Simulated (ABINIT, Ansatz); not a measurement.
**WS2 (Tungstenite): bands and cutoff in G0W0 with ABINIT**

Wanted: a converged G0W0 gap of WS2 (Tungstenite), or an estimate of the limit.

Method: PBE and many-body steps on it, plane waves, in ABINIT 10.8.3.

The database entry behind the starting cell differs from later determinations by our own check (an axis about 1.4 % long against later determinations), so it need not match the best structure at ambient conditions.

## Step 1: The structure

It takes space group P6_3/mmc (No. 194, hexagonal). The conventional cell has a = 3.180 Å, b = 3.180 Å, c = 12.500 Å, α = 90.00°, β = 90.00°, γ = 120.00°. Nearest to W lie 6 S at 2.41 Å. Nearest to S lie 3 W at 2.41 Å. Farther neighbours and most contacts between anions are not listed.

The cell and positions come from the Crystallography Open Database and are kept as given unless a step says otherwise. Spin-orbit coupling is left out unless a step names it.

## Step 2: Empty states on the mesh, 3×3×1 mesh, 300 bands

This step: ABINIT 10.8.3; DFT, PBE, plane waves, norm-conserving pseudopotentials.

The sums over transitions need many empty states on a uniform mesh; this step solves for them.

Contents of run.abi:

```
acell 3*1.0 Angstrom
rprim 
  3.179999999980 0.000000000005 0.000000000000
  -1.589999999994 2.753960784015 0.000000000000
  0.000000000000 0.000000000000 12.500000000000
ntypat 2
znucl 74 16
natom 6
typat 1 1 2 2 2 2
xred 
  0.333333333333 0.666666666667 0.250000000000
  0.666666666667 0.333333333333 0.750000000000
  0.333333333333 0.666666666667 0.625000000000
  0.666666666667 0.333333333333 0.125000000000
  0.333333333333 0.666666666667 0.875000000000
  0.666666666667 0.333333333333 0.375000000000
pp_dirpath "pseudos"
pseudos "W.upf, S.upf"
ecut 31
ngkpt 3 3 1
nshiftk 1
shiftk 0 0 0
kptopt 1
chksymbreak 0
iscf -2
irdden 1
istwfk *1
nband 300
nbdbuf 26
tolwfr 1e-09
nstep 60
prtvol 0
indata_prefix "in"
outdata_prefix "out"
tmpdata_prefix "tmp"
```

Started as:

```sh
$ OMP_NUM_THREADS=1 mpirun -n 4 abinit run.abi > log
```

Numbers of over 12 decimals in the logs are rounded to 6 here.

What it wrote:

```text
.Version 10.8.3 of ABINIT. v10.8.2 released Aug 2026.

 Symmetries : space group P6_3/m m c (#194); Bravais hP (primitive hexag.)
[... echo of the input left out ...]
== DATASET  1 ==================================================================
-   mpi_nproc: 4, omp_nthreads: 1 (-1 if OMP is not activated)
-    --> not optimal distribution: autoparal keyword recommended in input file <--

--- !DatasetInfo
iteration_state: {dtset: 1, }
dimensions: {natom: 6, nkpt: 3, mband: 300, nsppol: 1, nspinor: 1, nspden: 1, mpw: 6137, }
cutoff_energies: {ecut:  31.0, pawecutdg:  -1.0, }
[...]
3.58328    3.58328    3.58975    3.61051    3.61530    3.61530    3.64479    3.66879
   3.68399    3.69265    3.71582    3.71595    3.74374    3.74418    3.76618    3.76838
   3.77301    3.78385    3.78497    3.78655
 prteigrs : prtvol=0 or 1, do not print more k-points.

== END DATASET(S) ==============================================================
================================================================================

 -outvars: echo values of variables after computation  --------
            nband         300
             nkpt           3
          spgroup         194
 [... the other variables as echoed above ...]

 Calculation completed.
```

Elapsed: 89 s, on 4 MPI ranks of Arm Neoverse V2, shared host; peak memory 0.49 GiB.

Numbers from this step:

```
gap                                                           : 1.175 eV
k of the valence top                                          : 0, 0, 0
k of the conduction bottom                                    : 0.3333, 0.3333, 0
least direct gap                                              : 1.737 eV
k points computed                                             : 3
lowest point of the top converged band, above the valence top : 84.9580 eV
```

On this mesh the gap is 1.175 eV.

The density comes from a self-consistent run that is not shown.

## Step 3: Screening, 3×3×1 mesh, 57 bands, screening to 62.6 eV

The RPA dielectric matrix is built and inverted for each q.

This step: RPA screening on PBE, plane waves, norm-conserving pseudopotentials.

run.abi: that of step 2 with these lines changed.

```diff
@@ -24,10 +24,11 @@
 chksymbreak 0
-iscf -2
-irdden 1
 istwfk *1
-nband 300
-nbdbuf 26
-tolwfr 1e-09
-nstep 60
-prtvol 0
+occopt 1
+irdwfk 1
+optdriver 3
+nband 57
+ecuteps 2.3
+inclvkb 2
+awtr 1
+symchi 1
 indata_prefix "in"
```

What it wrote:

```text
.Version 10.8.3 of ABINIT. v10.8.2 released Aug 2026.

 Symmetries : space group P6_3/m m c (#194); Bravais hP (primitive hexag.)
[... echo of the input left out ...]
== DATASET  1 ==================================================================
-   mpi_nproc: 4, omp_nthreads: 1 (-1 if OMP is not activated)

--- !DatasetInfo
iteration_state: {dtset: 1, }
dimensions: {natom: 6, nkpt: 3, mband: 57, nsppol: 1, nspinor: 1, nspden: 1, mpw: 6137, }
cutoff_energies: {ecut:  31.0, pawecutdg:  -1.0, }
electrons: {nelect:   5.20000000E+01, charge:   0.00000000E+00, occopt:   1.00000000E+00, tsmear:   1.00000000E-02, }

 SCREENING: Calculation of the susceptibility and dielectric matrices

 Based on a program developped by R.W. Godby, V. Olevano, G. Onida, and L. Reining.
 Incorporated in ABINIT by V. Olevano, G.-M. Rignanese, and M. Torrent.
.Using double precision arithmetic ; gwpc =  8

[... cell and pseudopotentials left out ...]
--------------------------------------------------------------------------------

 ==== K-mesh for the wavefunctions ====
 Number of points in the irreducible wedge :     3
[... list of points left out ...]
 Together with 24 symmetry operations and time-reversal symmetry
 yields     9 points in the full Brillouin Zone.

 ==== Q-mesh for the screening function ====
 Number of points in the irreducible wedge :     3
[... list of points left out ...]
 Together with 24 symmetry operations and time-reversal symmetry
 yields     9 points in the full Brillouin Zone.

 setmesh: FFT mesh size selected  =    20x   20x   80
          total number of points  =        32000

 vcoul_init : cutoff-mode = AUXILIARY_FUNCTION
 q-points for optical limit:   1
     1)      0.000010    0.000020    0.000030

- screening: taking advantage of time-reversal symmetry
- Maximum band index for partially occupied states nbvw = 26
- Remaining bands to be divided among processors   nbcw = 31
- Number of bands treated by each node ~7

 Number of electrons calculated from density =   52.0000; Expected =   52.0000
 average of density, n =  0.070390
 r_s =    1.5024
 omega_plasma =   25.5924 [eV]

 calculating chi0 at frequencies [eV] :
  1    0.000000E+00    0.000000E+00
  2    0.000000E+00    2.559243E+01

--------------------------------------------------------------------------------
  q-point number  1        q = ( 0.000000, 0.000000, 0.000000) [r.l.u.]
--------------------------------------------------------------------------------
[... chi0 elements left out ...]
 For q-point:  0.000010 0.000020 0.000030
  dielectric constant =  18.4249
  dielectric constant without local fields =  20.2252

  Average fulfillment of the sum rule on Im[epsilon] for q-point    1 :     60.23  [%]
[... wings left out ...]
  q-point number  2        q = ( 0.333333, 0.000000, 0.000000) [r.l.u.]
--------------------------------------------------------------------------------
[... chi0 elements left out ...]
  Average fulfillment of the sum rule on Im[epsilon] for q-point    2 :     49.99  [%]

 [... 1 further q-points ...]
```

Wall time 8 s (4 MPI ranks); peak memory 0.84 GiB.

This step gave:

```yaml
eps_infinity_with_local_fields_on_this_mesh_along_the_program_s_q_direction: 18.42
the_same_without_local_fields: 20.23
plasma_frequency: 25.59 eV
plane_waves_in_the_screening_matrix: 113
```

Local fields lower ε∞ by 9 %. On a Γ-centred mesh this coarse the value itself is usually too large, while a short band sum pulls it down.

## Step 4: 57 bands, 62.6 eV

The self-energy is evaluated for the states that the input lists, and the levels follow from it, in one-shot runs by the linearised quasiparticle equation.

This step: G0W0 on PBE, plane waves, norm-conserving pseudopotentials.

run.abi: that of step 3 with these lines changed.

```diff
@@ -27,8 +27,17 @@
 irdwfk 1
-optdriver 3
+optdriver 4
 nband 57
+gwcalctyp 0
+ecutsigx 31
+symsigma 1
+nkptgw 2
+kptgw 
+  0.0000000000 0.0000000000 0.0000000000
+  0.3333333333 0.3333333333 0.0000000000
+bdgw 
+  25 28
+  25 28
 ecuteps 2.3
-inclvkb 2
-awtr 1
-symchi 1
+irdscr 1
+ppmodel 1
 indata_prefix "in"
```

What it wrote:

```text
.Version 10.8.3 of ABINIT. v10.8.2 released Aug 2026.

 Symmetries : space group P6_3/m m c (#194); Bravais hP (primitive hexag.)
[... echo of the input left out ...]
== DATASET  1 ==================================================================
-   mpi_nproc: 4, omp_nthreads: 1 (-1 if OMP is not activated)

--- !DatasetInfo
iteration_state: {dtset: 1, }
dimensions: {natom: 6, nkpt: 3, mband: 57, nsppol: 1, nspinor: 1, nspden: 1, mpw: 6137, }
cutoff_energies: {ecut:  31.0, pawecutdg:  -1.0, }
electrons: {nelect:   5.20000000E+01, charge:   0.00000000E+00, occopt:   1.00000000E+00, tsmear:   1.00000000E-02, }

 SIGMA: Calculation of the GW corrections

 Based on a program developped by R.W. Godby, V. Olevano, G. Onida, and L. Reining.
 Incorporated in ABINIT by V. Olevano, G.-M. Rignanese, and M. Torrent.
.Using double precision arithmetic ; gwpc =  8

[... cell and pseudopotentials left out ...]
--------------------------------------------------------------------------------

 ==== K-mesh for the wavefunctions ====
 Number of points in the irreducible wedge :     3
[... list of points left out ...]
 Together with 24 symmetry operations and time-reversal symmetry
 yields     9 points in the full Brillouin Zone.

 ==== Q-mesh for screening function ====
 Number of points in the irreducible wedge :     3
[... list of points left out ...]
 Together with 24 symmetry operations and time-reversal symmetry
 yields     9 points in the full Brillouin Zone.

 vcoul_init : cutoff-mode = AUXILIARY_FUNCTION
 q-points for optical limit:   1
     1)      0.000010    0.000020    0.000030
 setmesh: FFT mesh size selected  =    27x   27x  120
          total number of points  =        87480

 Number of electrons calculated from density =   52.0000; Expected =   52.0000
 average of density, n =  0.070390
 r_s =    1.5024
 omega_plasma =   25.5924 [eV]

 === KS Band Gaps ===
  >>>> For spin  1
   Minimum direct gap =   1.7368 [eV], located at k-point      :   0.3333  0.3333  0.0000
   Fundamental gap    =   1.1751 [eV], Top of valence bands at :   0.0000  0.0000  0.0000
                                       Bottom of conduction at :   0.3333  0.3333  0.0000
 SIGMA fundamental parameters:
 PLASMON POLE MODEL  1
 number of plane-waves for SigmaX                 6137
 number of plane-waves for SigmaC and W            113
 number of plane-waves for wavefunctions          6137
 number of bands                                    57
 number of independent spin polarizations            1
 number of spinorial components                      1
 number of k-points in IBZ                           3
 number of q-points in IBZ                           3
 number of symmetry operations                      24
 number of k-points in BZ                            9
 number of q-points in BZ                            9
 number of frequencies for dSigma/dE                 9
 frequency step for dSigma/dE [eV]                0.25
 number of omega for Sigma on real axis              0
 max omega for Sigma on real axis  [eV]           0.00
 zcut for avoiding poles [eV]                     0.10

 EPSILON^-1 parameters (SCR file):
 dimension of the eps^-1 matrix on file            113
 dimension of the eps^-1 matrix used               113
 number of plane-waves for wavefunctions          6137
 number of bands                                    57
 number of q-points in IBZ                           3
 number of frequencies                               2
 number of real frequencies                          1
 number of imag frequencies                          1

 matrix elements of self-energy operator (all in [eV])

 Perturbative Calculation

--- !SelfEnergy_ee
iteration_state: {dtset: 1, }
kpoint     : [   0.000,    0.000,    0.000, ]
spin       : 1
KS_gap     :    2.245
QP_gap     :    2.790
Delta_QP_KS:    0.545
data: !SigmaeeData |
     Band     E0 <VxcDFT>   SigX SigC(E0)      Z dSigC/dE  Sig(E)    E-E0       E
       25   7.984 -14.390 -15.587   2.157   0.793  -0.262 -13.630   0.760   8.744
       26   9.072 -15.531 -16.377   2.064   0.791  -0.264 -14.568   0.964  10.035
       27  11.317 -15.192 -10.304  -2.991   0.795  -0.257 -13.683   1.509  12.826
       28  11.317 -15.192 -10.304  -2.991   0.795  -0.257 -13.683   1.509  12.826

--- !SelfEnergy_ee
iteration_state: {dtset: 1, }
kpoint     : [   0.333,    0.333,    0.000, ]
spin       : 1
KS_gap     :    1.737
QP_gap     :    2.520
Delta_QP_KS:    0.783
data: !SigmaeeData |
     Band     E0 <VxcDFT>   SigX SigC(E0)      Z dSigC/dE  Sig(E)    E-E0       E
       25   8.343 -15.064 -16.308   2.292   0.792  -0.263 -14.234   0.830   9.173
       26   8.510 -15.440 -16.624   2.298   0.791  -0.264 -14.559   0.880   9.390
       27  10.247 -16.292 -11.224  -2.969   0.792  -0.262 -14.629   1.663  11.910
       28  10.247 -16.292 -11.224  -2.969   0.792  -0.262 -14.629   1.663  11.910

== END DATASET(S) ==============================================================
================================================================================

 -outvars: echo values of variables after computation  --------
           etotal      0.0000000000E+00
            nband          57
             nkpt           3
          spgroup         194
 [... the other variables as echoed above ...]

 Calculation completed.
```

Elapsed: 3.9 s, on 4 MPI ranks; peak memory 0.57 GiB.

Numbers from this step:

| Property | Result |
| --- | --- |
| G0W0 gap on the points computed | 1.875 eV |
| starting gap on the mesh | 1.175 eV |
| k of the valence top | 0, 0, 0 |
| k of the conduction bottom | 0.3333, 0.3333, 0 |
| Z at the valence top | 0.791 |
| Z at the conduction bottom | 0.792 |
| least direct G0W0 gap on the computed points | 2.520 eV |

The gap on the mesh goes from 1.17 eV to 1.88 eV, a correction of +0.70 eV.

## Step 5: Screening, 3×3×1 mesh, 127 bands, screening to 114.3 eV

This step: RPA screening on PBE, plane waves, norm-conserving pseudopotentials.

run.abi: that of step 4 with these lines changed.

```diff
@@ -27,17 +27,8 @@
 irdwfk 1
-optdriver 4
-nband 57
-gwcalctyp 0
-ecutsigx 31
-symsigma 1
-nkptgw 2
-kptgw 
-  0.0000000000 0.0000000000 0.0000000000
-  0.3333333333 0.3333333333 0.0000000000
-bdgw 
-  25 28
-  25 28
-ecuteps 2.3
-irdscr 1
-ppmodel 1
+optdriver 3
+nband 127
+ecuteps 4.2
+inclvkb 2
+awtr 1
+symchi 1
 indata_prefix "in"
```

What it wrote:

```text
.Version 10.8.3 of ABINIT. v10.8.2 released Aug 2026.

 Symmetries : space group P6_3/m m c (#194); Bravais hP (primitive hexag.)
[... echo of the input left out ...]
== DATASET  1 ==================================================================
-   mpi_nproc: 4, omp_nthreads: 1 (-1 if OMP is not activated)

--- !DatasetInfo
iteration_state: {dtset: 1, }
dimensions: {natom: 6, nkpt: 3, mband: 127, nsppol: 1, nspinor: 1, nspden: 1, mpw: 6137, }
cutoff_energies: {ecut:  31.0, pawecutdg:  -1.0, }
electrons: {nelect:   5.20000000E+01, charge:   0.00000000E+00, occopt:   1.00000000E+00, tsmear:   1.00000000E-02, }

 SCREENING: Calculation of the susceptibility and dielectric matrices

 Based on a program developped by R.W. Godby, V. Olevano, G. Onida, and L. Reining.
 Incorporated in ABINIT by V. Olevano, G.-M. Rignanese, and M. Torrent.
.Using double precision arithmetic ; gwpc =  8

[... cell and pseudopotentials left out ...]
--------------------------------------------------------------------------------

 ==== K-mesh for the wavefunctions ====
 Number of points in the irreducible wedge :     3
[... list of points left out ...]
 Together with 24 symmetry operations and time-reversal symmetry
 yields     9 points in the full Brillouin Zone.

 ==== Q-mesh for the screening function ====
 Number of points in the irreducible wedge :     3
[... list of points left out ...]
 Together with 24 symmetry operations and time-reversal symmetry
 yields     9 points in the full Brillouin Zone.

 setmesh: FFT mesh size selected  =    20x   20x   90
          total number of points  =        36000

 vcoul_init : cutoff-mode = AUXILIARY_FUNCTION
 q-points for optical limit:   1
     1)      0.000010    0.000020    0.000030

- screening: taking advantage of time-reversal symmetry
- Maximum band index for partially occupied states nbvw = 26
- Remaining bands to be divided among processors   nbcw = 101
- Number of bands treated by each node ~25

 Number of electrons calculated from density =   52.0000; Expected =   52.0000
 average of density, n =  0.070390
 r_s =    1.5024
 omega_plasma =   25.5924 [eV]

 calculating chi0 at frequencies [eV] :
  1    0.000000E+00    0.000000E+00
  2    0.000000E+00    2.559243E+01

--------------------------------------------------------------------------------
  q-point number  1        q = ( 0.000000, 0.000000, 0.000000) [r.l.u.]
--------------------------------------------------------------------------------
[... chi0 elements left out ...]
 For q-point:  0.000010 0.000020 0.000030
  dielectric constant =  18.0814
  dielectric constant without local fields =  20.2877

  Average fulfillment of the sum rule on Im[epsilon] for q-point    1 :     77.24  [%]
[... wings left out ...]
  q-point number  2        q = ( 0.333333, 0.000000, 0.000000) [r.l.u.]
--------------------------------------------------------------------------------
[... chi0 elements left out ...]
  Average fulfillment of the sum rule on Im[epsilon] for q-point    2 :     72.72  [%]

 [... 1 further q-points ...]
```

Elapsed: 22 s, on 4 MPI ranks; peak memory 1 GiB.

Numbers from this step:

```
ε∞ with local fields, on this mesh, along the program's q direction : 18.08
the same without local fields                                       : 20.29
plasma frequency                                                    : 25.59 eV
plane waves in the screening matrix                                 : 303
```

[end of part 1 of 2]

[Paths, hosts, dates, memory and timing lines, banners, echoed tables and standing remarks are left out of the program output.]

[Logs are printed without paths, hosts, clocks, repeated set-up lines and the standing remarks that a program may print on its own settings, such as how far it seeks lower states.]

[Runs of the session that timed out or met a known fault of the program may be left out.]

[No measured gap is set beside runs whose start may be inverted or whose files or cutoffs have a known fault.]

[Hosts, paths, dates, database ids (printed as entryN), source tags and the programs' standing remarks are cut or masked in the printed files.]

[G0W0 gaps are taken among the corrected bands and points alone; a level outside them can change the order at an edge.]

[Where Ansatz stands beside ABINIT at settings called matched, ABINIT's density can come from a denser mesh and the files from another edition; pairs whose starting gaps differed by over 0.03 eV were left out, so agreement reads better than it is.]
